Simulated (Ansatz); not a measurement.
# Random alloy of the bcc Mo-W line, x = 0.8704 (54 atoms): relaxation and levels of theory

After relaxation, how do forces and pressure change with k-mesh and functional?

Calculated with Ansatz 0.2.0: Kohn-Sham DFT, PBE, PAW (set soft_2), plane waves; cutoff 420 eV, k-mesh 2×2×2, fermi-dirac smearing of 0.1 eV.

**The cell**

The cell holds 54 atoms: 47 W and 7 Mo. Cell: a = 9.546 Å, b = 9.546 Å, c = 9.546 Å, α = 90.0°, β = 90.0°, γ = 90.0°. It derives from Mo (bcc Mo-W) and W, repeated 3×3×3. Bcc Mo-W: 54 atoms, 47 of 54 Mo sites given to W at random, cell and internal coordinates interpolated linearly between the end members (Vegard's rule); not relaxed, displaced by a Gaussian of 0.02 Å. Lattice constants are starting values near those of PBE.

Cell and atoms were relaxed with PBE. The walk converged after 4 steps by the program's count, with a largest force component of 0.00112 eV/Å; it began at an r.m.s. force component of 0.34 eV/Å. The edges went from 9.546, 9.546, 9.546 to 9.540, 9.540, 9.541 Å, and the volume from 16.107 to 16.080 Å³ an atom (-0.2 %).

The input of the reference single point:

```yaml
crystal:
  lattice:
    - [9.53958, 0.00069, -3.0e-05]
    - [0.00069, 9.5399, 2.0e-05]
    - [-3.0e-05, 2.0e-05, 9.54116]
  atoms:
    - { symbol: W, position: [0.0001, 0.00014, 0.99981] }
    - { symbol: W, position: [0.16689, 0.16668, 0.16687] }
    - { symbol: W, position: [0.0001, 0.00016, 0.33367] }
    - { symbol: W, position: [0.16668, 0.16668, 0.50017] }
    [... 48 atom lines left out ...]
    - { symbol: W, position: [0.6667, 0.6671, 0.66655] }
    - { symbol: W, position: [0.83345, 0.83369, 0.83296] }
kpoints:
  mp_grid: { grid: [2, 2, 2] }
hamiltonian:
  xc: pbe
scf:
  occupations: { method: fermi_dirac, width: 0.1 }
output:
  forces: true
  stress: true
  populations: true
  dos:
    method: { smearing: { sigma: 0.08 } }
    de: 0.05
    projected: { site_lists: { Mo: [Mo], W: [W] } }
  eigenvalues: true
  write_density: true
  write_potential: true
  volumetric_format: npy
```

**Levels of theory**

Single points at the relaxed geometry:

| functional | k-mesh | pressure (GPa) | r.m.s. force component (eV/Å) | SCF cycles | time |
| --- | --- | --- | --- | --- | --- |
| PBE | 2×2×2 | 0.00 | 0.001 | 7 | 7.6 s |
| PBE | 3×3×3 | 0.35 | 0.005 | 7 | 9.3 s |
| r2SCAN | 2×2×2 | -4.28 | 0.012 | 10 | 6.3 s |
| PBEsol | 2×2×2 | -8.44 | 0.006 | 7 | 5 s |

Cutoffs: 420 eV for PBE and PBEsol; 500 eV for r2SCAN.

**Findings**

Every run has partly filled levels at the Fermi energy, as in a metal. Against the reference the pressure changes with r2SCAN by -4.3 GPa and PBEsol by -8.4 GPa; a negative change means a smaller volume than PBE would take. The denser mesh moves the energy by +20.5 meV/atom and the pressure by +0.35 GPa, so the reference mesh, on which the relaxation ran, isn't converged.

Limits: All single points share the geometry relaxed with PBE. One random arrangement of the atoms on their sites. Spin–orbit coupling is left out, which matters for the levels of the heavy elements.

[Logs are printed without paths, hosts, clocks, repeated set-up lines and the standing remarks that a program may print on its own settings, such as how far it seeks lower states.]

[Hosts, paths, dates, database ids (printed as entryN), source tags and the programs' standing remarks are cut or masked in the printed files.]
